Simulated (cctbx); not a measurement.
**Symmetry from intensities**

Cell: a = 4.6210 Å, b = 14.3060 Å, c = 7.6830 Å, α = 90.00°, β = 90.00°, γ = 90.00°. Expected content of the cell: Pb4 Dy6 La2 Ru8 Ge4.

Simulated single-crystal data (cctbx): synchrotron X-rays, λ = 0.4959 Å, to d = 0.7 Å, 50 % of the full sphere, strongest reflection 20000 counts, noise from counting, a 1.5 % proportional error and a noise floor of 15 counts (s.d.); no absorption.

Tests on the unmerged data give:

```text
3113 reflections to d = 0.701 A
centring   violations  <I/sigma> of those
    A        850 of  1576     10.2
    B        827 of  1540     10.8
    C        797 of  1560     10.0
    I        745 of  1527     10.1
    R       1085 of  2115      9.9
    F       1237 of  2338     10.3
Laue class    unique    Rint  (classes that these axes allow; Friedel mates merged)
P -1             2307   0.024
P 1 2/m 1        1486   0.029
P 1 1 2/m        1501   0.027
P 2/m 1 1        1553   0.028
P m m m           918   0.031
space group    extra absences  I>4sigma  <I/sigma>
P 2 2 2                 0          0         -  acentric
P 21 2 2                5          0      -0.1  acentric
P 2 21 2               13          0       0.5  acentric
P 21 21 2              18          0       0.4  acentric
P m m 2                 0          0         -  acentric
P 2 m m                 0          0         -  acentric
P m 2 m                 0          0         -  acentric
P 21 m n              113          0      -0.1  acentric
P m 21 n              113          0      -0.1  acentric
P m m m                 0          0         -  centric
P m m n :1            113          0      -0.1  centric
P m m n :2            113          0      -0.1  centric
Wilson B = 0.74 A^2   <|E^2-1|> = 1.227 (0.968 centric, 0.736 acentric)   E^2>4: 6.6 %
shell (A)         n   <I/sigma>
14.31 - 1.40    133     21.2
 1.40 - 1.11    112     22.1
 1.11 - 0.97    121     18.1
 0.97 - 0.88    114     20.1
 0.88 - 0.82    110     11.8
 0.82 - 0.77    102     15.6
 0.77 - 0.73    120     10.7
 0.73 - 0.70    106     12.9
```

**Question.** What are the lattice type, the Laue class and the likely space group?

Every centring test has many violations, so the lattice is primitive.

Rint stays low (0.024 to 0.031) up to P m m m, the highest class in these axes.

12 settings pass the absence test. The most absences obeyed, 113, belong to P 21 m n, P m 21 n and P m m n, which absences can't tell apart.

⟨|E²−1|⟩ = 1.227 is above even the centric ideal, a mark of pseudo-translation (a class of systematically weak reflections). The Wilson B of 0.74 Å² means U ≈ 0.0094 Å².

The true group is Pmmn (no. 59, origin choice 1), Laue class mmm, centrosymmetric. The tables only narrow the choice to the tied entries; cell content, site symmetry and trial solutions must settle it.

The model was made for the exercise: a known structure type with other elements put in, its volume estimated, not relaxed; displacement parameters are assumed.

[Logs are printed without paths, hosts, clocks, repeated set-up lines and the standing remarks that a program may print on its own settings, such as how far it seeks lower states.]
